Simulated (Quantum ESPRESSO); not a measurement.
# Core-hole calculation of the C K edge in LuC2 (I4/mmm)

What does one-electron theory with a core hole give for the C K edge of LuC2 (I4/mmm)?

Calculated with Quantum ESPRESSO 7.5; X-ray absorption near-edge structure, plane-wave PAW LDA, one-electron final states by a Lanczos continued fraction, without spin-orbit coupling.

**1. The starting structure**

Symmetry: I4/mmm, No. 139, tetragonal system. Conventional cell: a = 3.566 Å, b = 3.566 Å, c = 6.058 Å, α = 90.00°, β = 90.00°, γ = 90.00°. Nearest to Lu lie 10 C at 2.38 to 2.60 Å. Nearest to C lie 1 C at 1.31 Å and 5 Lu at 2.38 to 2.60 Å. Farther neighbours are not listed.

**2. The field without a hole**

A plain self-consistent run shows whether there is a gap, which decides the set-up of the core-hole run.

The PAW data sets are made with ld1.x, with reconstruction data.

scf.in

```
&control
   calculation='scf', prefix='x', pseudo_dir='../pp', outdir='tmp', tprnfor=.true.
/
&system
   ibrav=0, nat=3, ntyp=3, nbnd=14
   ecutwfc=43, ecutrho=400
   occupations='smearing', smearing='mv', degauss=0.015
/
&electrons
   conv_thr=3.0e-08, electron_maxstep=120
   mixing_beta=0.5
/
ATOMIC_SPECIES
Lu 1.0 Lu.lda-spdn-kjpaw.UPF
C3 1.0 C.lda-n-kjpaw.UPF
C 1.0 C.lda-n-kjpaw.UPF
CELL_PARAMETERS angstrom
  -1.78295600 1.78295600 3.02895000
  1.78295600 -1.78295600 3.02895000
  1.78295600 1.78295600 -3.02895000
ATOMIC_POSITIONS crystal
Lu   0.00000000 0.00000000 0.00000000
C3   0.39206300 0.39206300 0.00000000
C    0.60793700 0.60793700 0.00000000
K_POINTS automatic
10 10 10 0 0 0
```

Started as:

```sh
$ OMP_NUM_THREADS=1 mpirun --oversubscribe --bind-to none -np 4 pw.x -nk 4 -in scf.in > scf.out
```

Output:

```text
     [... banner and references ...]
using ibrav=0 with symmetry is DISCOURAGED, use correct ibrav instead

     G-vector sticks info
     --------------------

     Using Slab Decomposition

     bravais-lattice index     =            0
     lattice parameter (alat)  =       7.4476  a.u.
     unit-cell volume          =     259.9142 (a.u.)^3
     number of atoms/cell      =            3
     number of atomic types    =            3
     number of electrons       =        19.00
     number of Kohn-Sham states=           14
     kinetic-energy cutoff     =      43.0000  Ry
     charge density cutoff     =     400.0000  Ry
     scf convergence threshold =      3.0E-08
     mixing beta               =       0.5000
     number of iterations used =            8  plain     mixing
     Exchange-correlation= SLA  PZ   NOGX NOGC
                           (   1   1   0   0   0   0   0)

     celldm(1)=   7.447632  celldm(2)=   0.000000  celldm(3)=   0.000000
     celldm(4)=   0.000000  celldm(5)=   0.000000  celldm(6)=   0.000000

     crystal axes: (cart. coord. in units of alat)
               a(1) = (  -0.452399   0.452399   0.768551 )
               a(2) = (   0.452399  -0.452399   0.768551 )
               a(3) = (   0.452399   0.452399  -0.768551 )

     reciprocal axes: (cart. coord. in units 2 pi/alat)
               b(1) = (  0.000000  1.105220  0.650575 )
               b(2) = (  1.105220  0.000000  0.650575 )
               b(3) = (  1.105220  1.105220  0.000000 )

     PseudoPot. #1 for Lu:     Pseudo is Projector augmented-wave + core cor, Zval = 11.0

     ../pp/C.lda-n-kjpaw.UPF
     Pseudo is Projector augmented-wave + core cor, Zval =  4.0
     Shape of augmentation charge: PSQ
     Using radial grid of 1073 points,  4 beta functions with:
                l(1) =   0
                l(2) =   0
                l(3) =   1
                l(4) =   1
     Q(r) pseudized with 0 coefficients

     ../pp/C.lda-n-kjpaw.UPF
     Pseudo is Projector augmented-wave + core cor, Zval =  4.0
     Shape of augmentation charge: PSQ
     Using radial grid of 1073 points,  4 beta functions with:
                l(1) =   0
                l(2) =   0
                l(3) =   1
                l(4) =   1
     Q(r) pseudized with 0 coefficients

     atomic species   valence    mass     pseudopotential
     Lu               11.00     1.00000     Lu( 1.00)
     C3                4.00     1.00000     C ( 1.00)
     C                 4.00     1.00000     C ( 1.00)

      8 Sym. Ops. (no inversion) found

   Cartesian axes

     site n.     atom                  positions (alat units)
         1        Lu     tau(   1) = (   0.0000000   0.0000000   0.0000000  )
         2        C3     tau(   2) = (  -0.0000000  -0.0000000   0.6026410  )
         3        C      tau(   3) = (  -0.0000000  -0.0000000   0.9344614  )

     number of k points=   102  Marzari-Vanderbilt smearing, width (Ry)=  0.0150

     Number of k-points >= 100: set verbosity='high' to print them.

     Dense  grid:    35217 G-vectors     FFT dimensions: (  48,  48,  48)

     Smooth grid:     9895 G-vectors     FFT dimensions: (  32,  32,  32)

     Initial potential from superposition of free atoms

     starting charge      18.9859, renormalised to      19.0000
     Starting wfcs are   21 randomized atomic wfcs
     Checking if some PAW data can be deallocated...

     per-process dynamical memory:    38.8 Mb

     Self-consistent Calculation

     iteration #  1     ecut=    43.00 Ry     beta= 0.50
     Davidson diagonalization with overlap
     ethr =  1.00E-02,  avg # of iterations =  2.0

     total energy              =    -685.37703975 Ry
     estimated scf accuracy    <       0.52798381 Ry

     iteration #  2     ecut=    43.00 Ry     beta= 0.50
     Davidson diagonalization with overlap
     ethr =  2.78E-03,  avg # of iterations =  2.6

     total energy              =    -685.51027997 Ry
     estimated scf accuracy    <       0.02613532 Ry

     iteration #  3     ecut=    43.00 Ry     beta= 0.50
     Davidson diagonalization with overlap
     ethr =  1.38E-04,  avg # of iterations =  3.7

     negative rho (up, down):  1.609E-04 0.000E+00

     total energy              =    -685.51248858 Ry
     estimated scf accuracy    <       0.00414437 Ry

     iteration #  4     ecut=    43.00 Ry     beta= 0.50
     Davidson diagonalization with overlap
     ethr =  2.18E-05,  avg # of iterations =  4.5

     negative rho (up, down):  1.699E-04 0.000E+00

     total energy              =    -685.51317408 Ry
     estimated scf accuracy    <       0.00164830 Ry

     iteration #  5     ecut=    43.00 Ry     beta= 0.50
     Davidson diagonalization with overlap
     ethr =  8.68E-06,  avg # of iterations =  2.8

     negative rho (up, down):  2.261E-04 0.000E+00

     total energy              =    -685.51342696 Ry
     estimated scf accuracy    <       0.00003355 Ry

     iteration #  6     ecut=    43.00 Ry     beta= 0.50
     Davidson diagonalization with overlap
     ethr =  1.77E-07,  avg # of iterations =  5.1

     negative rho (up, down):  2.553E-04 0.000E+00

     total energy              =    -685.51345410 Ry
     estimated scf accuracy    <       0.00002451 Ry

     iteration #  7     ecut=    43.00 Ry     beta= 0.50
     Davidson diagonalization with overlap
     ethr =  1.29E-07,  avg # of iterations =  2.0

     negative rho (up, down):  2.673E-04 0.000E+00

     total energy              =    -685.51345649 Ry
     estimated scf accuracy    <       0.00000196 Ry

     iteration #  8     ecut=    43.00 Ry     beta= 0.50
     Davidson diagonalization with overlap
     ethr =  1.03E-08,  avg # of iterations =  4.0

     negative rho (up, down):  2.721E-04 0.000E+00

     total energy              =    -685.51345678 Ry
     estimated scf accuracy    <       0.00000013 Ry

     iteration #  9     ecut=    43.00 Ry     beta= 0.50
     Davidson diagonalization with overlap
     ethr =  7.02E-10,  avg # of iterations =  2.3

     negative rho (up, down):  2.745E-04 0.000E+00

     End of self-consistent calculation

     Number of k-points >= 100: set verbosity='high' to print the bands.

     the Fermi energy is    11.2631 ev

!    total energy              =    -685.51345680 Ry
     total all-electron energy =    -29260.725597 Ry
     estimated scf accuracy    <          7.3E-09 Ry
     smearing contrib. (-TS)   =      -0.00007584 Ry
     internal energy E=F+TS    =    -685.51338095 Ry

     The total energy is F=E-TS. E is the sum of the following terms:
     one-electron contribution =     -10.69885650 Ry
     hartree contribution      =      15.21015502 Ry
     xc contribution           =     -64.93736761 Ry
     ewald contribution        =     -86.75285094 Ry
     one-center paw contrib.   =    -538.33446093 Ry

     convergence has been achieved in   9 iterations

     negative rho (up, down):  2.745E-04 0.000E+00

     Forces acting on atoms (cartesian axes, Ry/au):

     atom    1 type  1   force =    -0.00000000   -0.00000000    0.00000202
     atom    2 type  2   force =     0.00000000    0.00000000    0.01321025
     atom    3 type  3   force =     0.00000000    0.00000000   -0.01321227

     Total force =     0.018684     Total SCF correction =     0.000061

     XML data file, charge density, pseudopotentials, collected wavefunctions

=------------------------------------------------------------------------------=
   JOB DONE.
=------------------------------------------------------------------------------=
```

Elapsed: 7.6 s, on 4 MPI ranks of Intel Xeon 6975P-C (Granite Rapids), shared host; peak memory 0.1 GiB.

Absorbing atoms carry a label of their own (element plus a letter or digit), as the spectrum program needs them as separate species.

The mesh shows no gap, so the system is treated as a metal and the core electron is put at the Fermi level (neutral cell).

**3. Spectrum without a core hole, C atom 2**

Without a hole the spectrum is the empty density of states of the right symmetry on the absorber, weighted by matrix elements. It needs only the small cell and serves as the baseline.

The absorber has 1 C at 1.31 Å, 1 Lu at 2.38 Å and 4 Lu at 2.60 Å (6-fold, site symmetry 4mm).

xspectra.in

```
&input_xspectra
   calculation='xanes_dipole', edge='K'
   prefix='x', outdir='tmp', xiabs=2, xe0=11.2631
   xonly_plot=.false., x_save_file='xanes.sav'
   xniter=3000, xcheck_conv=20, xerror=0.005
   xcoordcrys=.false., xepsilon(1)=1, xepsilon(2)=0, xepsilon(3)=0
/
&plot
   xnepoint=413, xemin=-10, xemax=45, terminator=.true., cut_occ_states=.true.
   xgamma=0.4
/
&pseudos
   filecore='../C.wfc'
/
&cut_occ
   cut_desmooth=0.1, cut_stepl=0.05, cut_stepu=0.05, cut_ierror=1e-5
/
12 12 12 0 0 0
```

Started as:

```sh
$ OMP_NUM_THREADS=1 mpirun --oversubscribe --bind-to none -np 4 xspectra.x -nk 4 -in xspectra.in > xspectra.out
```

Output:

```text
     [... banner and references ...]
Reading input_file

     calculation: xanes_dipole

     xepsilon  [cartesian coordinates]:   1.000000   0.000000   0.000000

     xonly_plot: FALSE
        => complete calculation: Lanczos + spectrum plot

     filecore (core-wavefunction file): ../C.wfc

     main plot parameters:
        cut_occ_states: TRUE
        gamma_mode:  constant
        -> using xgamma [eV]:  0.40
        xemin [eV]: -10.00
        xemax [eV]:  45.00
        xnepoint:  413
        xe0 [eV]:  11.263100 (energy zero read in input file)

[...]
Results of STEP 1 successfully written in x_save_file
     x_save_file name:
     ->  xanes.sav
     x_save_file version:  2

     ... End STEP 1 ...

     ... Begin STEP 2 ...

     The spectrum is calculated using the following parameters:
        xe0 [eV]:   11.2631
        the occupied states are elimintate from the spectrum
        xemin [eV]: -10.00
        xemax [eV]:  45.00
        xnepoint:  413
        constant broadening parameter [eV]:    0.400
        Core level energy [eV]:  -284.2
         (from electron binding energy of neutral atoms in X-ray data booklet)

     Cross-section successfully written in xanes.dat

     ... End STEP 2 ...

                                END JOB XSpectra
```

It took 99 s on 4 MPI ranks; peak memory 0.17 GiB.

The C K spectrum, C atom 2, no core hole (energy from the energy zero of the input (xe0, at the border of filled and empty states); intensity scaled to a mean of 1 over the first 20 eV; the points at xe0, where the cut of filled states can leave a spike, are interpolated; polarised curves are means over the symmetry-equivalent atoms):

| E (eV) | isotropic | ε ⊥ c | ε ∥ c |
| --- | --- | --- | --- |
| -2.00 | 0.06 | 0.08 | 0.02 |
| -1.25 | 0.09 | 0.13 | 0.03 |
| -0.50 | 0.20 | 0.27 | 0.06 |
| 0.25 | 0.57 | 0.78 | 0.15 |
| 1.00 | 0.88 | 1.20 | 0.23 |
| 1.75 | 1.13 | 1.57 | 0.26 |
| 2.50 | 1.40 | 2.00 | 0.22 |
| 3.25 | 1.20 | 1.73 | 0.14 |
| 4.00 | 0.89 | 1.24 | 0.19 |
| 4.75 | 0.91 | 1.21 | 0.30 |
| 5.50 | 1.08 | 1.47 | 0.29 |
| 6.25 | 1.25 | 1.74 | 0.25 |
| 7.00 | 1.30 | 1.81 | 0.30 |
| 7.75 | 1.44 | 1.88 | 0.55 |
| 8.50 | 1.53 | 1.91 | 0.79 |
| 9.25 | 1.33 | 1.56 | 0.86 |
| 10.00 | 1.00 | 1.06 | 0.86 |
| 10.75 | 0.63 | 0.76 | 0.39 |
| 11.50 | 0.67 | 0.82 | 0.35 |
| 12.25 | 0.73 | 0.83 | 0.52 |
| 13.00 | 0.84 | 0.91 | 0.71 |
| 13.75 | 1.09 | 1.14 | 0.98 |
| 14.50 | 1.16 | 1.18 | 1.14 |
| 15.25 | 0.77 | 0.69 | 0.92 |
| 16.00 | 0.76 | 0.50 | 1.29 |
| 16.75 | 0.73 | 0.41 | 1.35 |
| 17.50 | 0.70 | 0.43 | 1.24 |
| 18.25 | 0.89 | 0.52 | 1.63 |
| 19.00 | 1.03 | 0.69 | 1.72 |
| 19.75 | 1.08 | 0.74 | 1.75 |
| 20.50 | 1.15 | 0.80 | 1.86 |
| 21.25 | 1.07 | 0.86 | 1.49 |
| 22.00 | 1.06 | 1.02 | 1.14 |
| 22.75 | 1.00 | 1.02 | 0.94 |
| 23.50 | 0.89 | 0.95 | 0.76 |
| 24.25 | 0.73 | 0.73 | 0.73 |
| 25.00 | 0.68 | 0.72 | 0.61 |
| 25.75 | 0.57 | 0.59 | 0.51 |
| 26.50 | 0.52 | 0.45 | 0.67 |
| 27.25 | 0.60 | 0.45 | 0.90 |
| 28.00 | 0.63 | 0.52 | 0.86 |
| 28.75 | 0.71 | 0.58 | 0.96 |
| 29.50 | 0.87 | 0.73 | 1.16 |
| 30.25 | 1.01 | 0.77 | 1.49 |
| 31.00 | 1.02 | 0.71 | 1.65 |
| 31.75 | 0.92 | 0.63 | 1.49 |

Main maxima below 24 eV (height): 2.5 eV (1.41), 8.4 eV (1.54), 14.3 eV (1.20), 16.3 eV (0.79) and 20.7 eV (1.18). A K edge sees empty p states on the absorber.

**4. Another broadening**

The final state's lifetime shortens with energy, so measured features broaden above the edge; the saved Lanczos coefficients are redrawn with a width that grows.

xspectra_plot.in

```
&input_xspectra
   calculation='xanes_dipole', edge='K'
   prefix='x', outdir='tmp', xiabs=2, xe0=11.2631
   xonly_plot=.true., x_save_file='xanes.sav'
   xniter=3000, xcheck_conv=20, xerror=0.005
   xcoordcrys=.false., xepsilon(1)=1, xepsilon(2)=0, xepsilon(3)=0
/
&plot
   xnepoint=413, xemin=-10, xemax=45, terminator=.true., cut_occ_states=.true.
   gamma_mode='variable', gamma_energy(1)=4, gamma_energy(2)=25, gamma_value(1)=0.3, gamma_value(2)=2.5
/
&pseudos
   filecore='../C.wfc'
/
&cut_occ
   cut_desmooth=0.1, cut_stepl=0.05, cut_stepu=0.05, cut_ierror=1e-5
/
12 12 12 0 0 0
```

Started as:

```sh
$ OMP_NUM_THREADS=1 xspectra.x -in xspectra_plot.in > xspectra_plot.out
```

Output:

```text
     [... banner and references ...]
Reading input_file
     -------------------------------------------------------------------------

     calculation: xanes_dipole

     xonly_plot: TRUE
        => only the spectrum plot

     main plot parameters:
        cut_occ_states: TRUE
        gamma_mode:  variable
        -> first, constant up to point ( 4.00, 0.30) [eV]
        -> then, linear up to point (25.00, 2.50) [eV]
        -> finally, constant up to xemax
        xemin [eV]: -10.00
        xemax [eV]:  45.00
        xnepoint:  413
[...]
xemin [eV]: -10.00
        xemax [eV]:  45.00
        xnepoint:  413
        energy-dependent broadening parameter:
         -> first, constant up to point ( 4.00, 0.30) [eV]
         -> then, linear up to point (25.00, 2.50) [eV]
         -> finally, constant up to xemax
        Core level energy [eV]:  -284.2
         (from electron binding energy of neutral atoms in X-ray data booklet)

     Cross-section successfully written in xanes.dat

     -------------------------------------------------------------------------
                                END JOB XSpectra
     -------------------------------------------------------------------------
[key lines of the parts left out:]
Fermi level [eV]:  11.6237
```

The job ended after 26 s (1 MPI rank; peak memory 0.17 GiB).

With a Lorentzian half width 0.3 eV up to 4 eV, rising linearly to 2.5 eV at 25 eV, the maxima are 2.5 eV (1.51), 8.2 eV (1.40), 14.0 eV (0.94) and 20.4 eV (0.95).

**5. Supercell without a hole, the energy reference**

The photon energy needs a difference of total energies, so the cell and mesh of the coming hole run are first run without a hole.

scf.in

```
&control
   calculation='scf', prefix='x', pseudo_dir='../pp', outdir='tmp', tprnfor=.true.
/
&system
   ibrav=0, nat=15, ntyp=2, nbnd=59
   ecutwfc=43, ecutrho=400
   occupations='smearing', smearing='mv', degauss=0.015
/
&electrons
   conv_thr=1.5e-07, electron_maxstep=120
   mixing_beta=0.5
/
ATOMIC_SPECIES
Lu 1.0 Lu.lda-spdn-kjpaw.UPF
C 1.0 C.lda-n-kjpaw.UPF
CELL_PARAMETERS angstrom
  0.00000000 0.00000000 -6.05790000
  1.78295600 5.34886800 -3.02895000
  5.34886800 -1.78295600 -3.02895000
ATOMIC_POSITIONS crystal
Lu   0.00000000 0.00000000 0.00000000
Lu   0.20000000 0.40000000 0.20000000
Lu   0.60000000 0.20000000 0.60000000
Lu   0.40000000 0.80000000 0.40000000
Lu   0.80000000 0.60000000 0.80000000
C    0.60793700 0.00000000 0.00000000
C    0.80793700 0.40000000 0.20000000
C    0.20793700 0.20000000 0.60000000
C    0.00793700 0.80000000 0.40000000
C    0.40793700 0.60000000 0.80000000
C    0.39206300 0.00000000 0.00000000
C    0.59206300 0.40000000 0.20000000
C    0.99206300 0.20000000 0.60000000
C    0.79206300 0.80000000 0.40000000
C    0.19206300 0.60000000 0.80000000
K_POINTS automatic
5 5 5 0 0 0
```

Started as:

```sh
$ OMP_NUM_THREADS=1 mpirun --oversubscribe --bind-to none -np 4 pw.x -nk 4 -in scf.in > scf.out
```

Output:

```text
     [... banner and references ...]
[banner, memory and clock lines left out]
Found identity + (  0.2000  0.4000  0.2000) symmetry
     This is a supercell, fractional translations are disabled
     using ibrav=0 with symmetry is DISCOURAGED, use correct ibrav instead

     G-vector sticks info

     bravais-lattice index     =            0
     lattice parameter (alat)  =      11.4478  a.u.
     unit-cell volume          =    1299.5708 (a.u.)^3
[...]
atom    1 type  1   force =     0.00000000    0.00000000    0.00000000
     atom    2 type  1   force =     0.00001126    0.00000169    0.00000000
     atom    3 type  1   force =    -0.00000169    0.00001126    0.00000000
[...]
atom   14 type  2   force =    -0.00000010    0.00000107   -0.01413394
     atom   15 type  2   force =     0.00000107    0.00000010   -0.01413394

     Total force =     0.044685     Total SCF correction =     0.000219

     XML data file, charge density, pseudopotentials, collected wavefunctions
[key lines of the parts left out:]
!    total energy              =   -3427.56895886 Ry
the Fermi energy is    11.2656 ev
convergence has been achieved in   9 iterations
```

Wall time 37 s (4 MPI ranks); peak memory 0.34 GiB; 2.4 min of CPU time.

Reference energy: -1990562.288 eV with the cores included.

[end of part 1 of 4]

[Banner, clock and machine lines of the logs are left out without a mark of their own.]

[Logs are printed without paths, hosts, clocks, repeated set-up lines and the standing remarks that a program may print on its own settings, such as how far it seeks lower states.]

[Hosts, paths, dates, database ids (printed as entryN), source tags and the programs' standing remarks are cut or masked in the printed files.]

[Lists of maxima count a maximum above −3 eV only where it reaches 4 % of the highest in the window and stands out from its surroundings by 2 % of it (1.5 % where it reaches 55 %); shoulders and weaker maxima are passed over, and of the rest the first, up to two pre-edge ones and the few strongest are named.]
